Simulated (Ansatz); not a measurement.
# Static equation of state of glassy 71SiO2-29BaO (mol %) (65 atoms)

Density of this cell: 3.31 g/cm³. The cell holds 65 atoms: 17 Si, 7 Ba and 41 O. Its edges and angles: a = 10.347 Å, b = 10.267 Å, c = 9.923 Å, α = 88.1°, β = 87.4°, γ = 87.0°. The starting structure: 65 atoms (17 Si, 7 Ba, 41 O) placed at random at 3.34 g/cm³, melted at 4000 K for 10 ps at fixed volume with the Morse and Coulomb pair potential with partial charges (Pedone, Malavasi, Menziani, Cormack and Segre, J. Phys. Chem. B 110, 11780 (2006)). Quenched from 4000 K to 300 K at 100 K/ps and fixed volume, held 10 ps at zero pressure.

Calculated with Ansatz 0.2.0: Kohn-Sham DFT, PBE, PAW (set soft_2), plane waves; cutoff 420 eV, Γ point, fixed occupations. Cell and atoms were relaxed first, to V0 = 16.170 Å³ an atom at a residual P0 = 0.001 GPa. The cell was then scaled evenly, and the atoms were relaxed at each volume.

```
volume (Å³/atom)  pressure (GPa)
          14.553           4.714
          15.199               ?
          15.685           1.404
          16.655          -1.178
          17.140          -1.966
```

**Question.** Fit the third-order Birch–Murnaghan equation to the rows given and interpolate to the withheld row.

Worked fit:

Take the Eulerian strain f = ½[(V0/V)^(2/3) − 1] and the normalised pressure F = (P − P0) / [3f(1 + 2f)^(5/2)]. The third-order Birch–Murnaghan equation is then the line F = B0 + (3/2)B0(B′ − 4) f, so u = f and v = F.

```
      u = f  v = F (GPa)
  0.0363829      36.2291
  0.0102569      43.3543
-0.00975644      42.2981
 -0.0190502      37.9200
```

With n = 4: mean u = 0.00445830, mean v = 39.9504, Σ(u − ū)² = 0.0018075, Σ(u − ū)(v − v̄) = -0.084702. Slope b = -0.084702 / 0.0018075 = -46.861; intercept a = v̄ − b ū = 40.159.

So B0 = a = 40.2 GPa and B′ = 4 + 2b/(3a) = 3.22. At the withheld volume f = 0.02106, F = a + b f = 39.17 GPa, and P = P0 + 3f(1 + 2f)^(5/2) F.

Prediction at 15.199: 2.744 GPa. The run gave 2.995 GPa, so the fit is low by 0.25 GPa (8.4 % of the value).

The series isn't one smooth equation of state: even a line fitted to all rows, the withheld one included, misses F by up to 10.0 %, the count of bonds changes along the series and an atom moves over 0.5 Å in some relaxation. B0 and B′ are then only the numbers of this fit, not moduli of the material. Among the rows given, the largest miss of the fit is at 14.553, by 0.29 GPa (4.3 % of the range of the table).

Limits: Static cells at zero temperature; the cell shape is held. The program notes that the SCF threshold of these relaxations is loose for the stress. The quench rate of 100 K/ps is many orders above laboratory rates, so the cell is likely richer in defects and strain than a real sample. The network of bonds at the start is that of the classical potential that made the cell, and needn't be the one that DFT or experiment would give. Only the Γ point is sampled, in a cell whose shortest periodic width is 10 Å.

[Logs are printed without paths, hosts, clocks, repeated set-up lines and the standing remarks that a program may print on its own settings, such as how far it seeks lower states.]

[Hosts, paths, dates, database ids (printed as entryN), source tags and the programs' standing remarks are cut or masked in the printed files.]
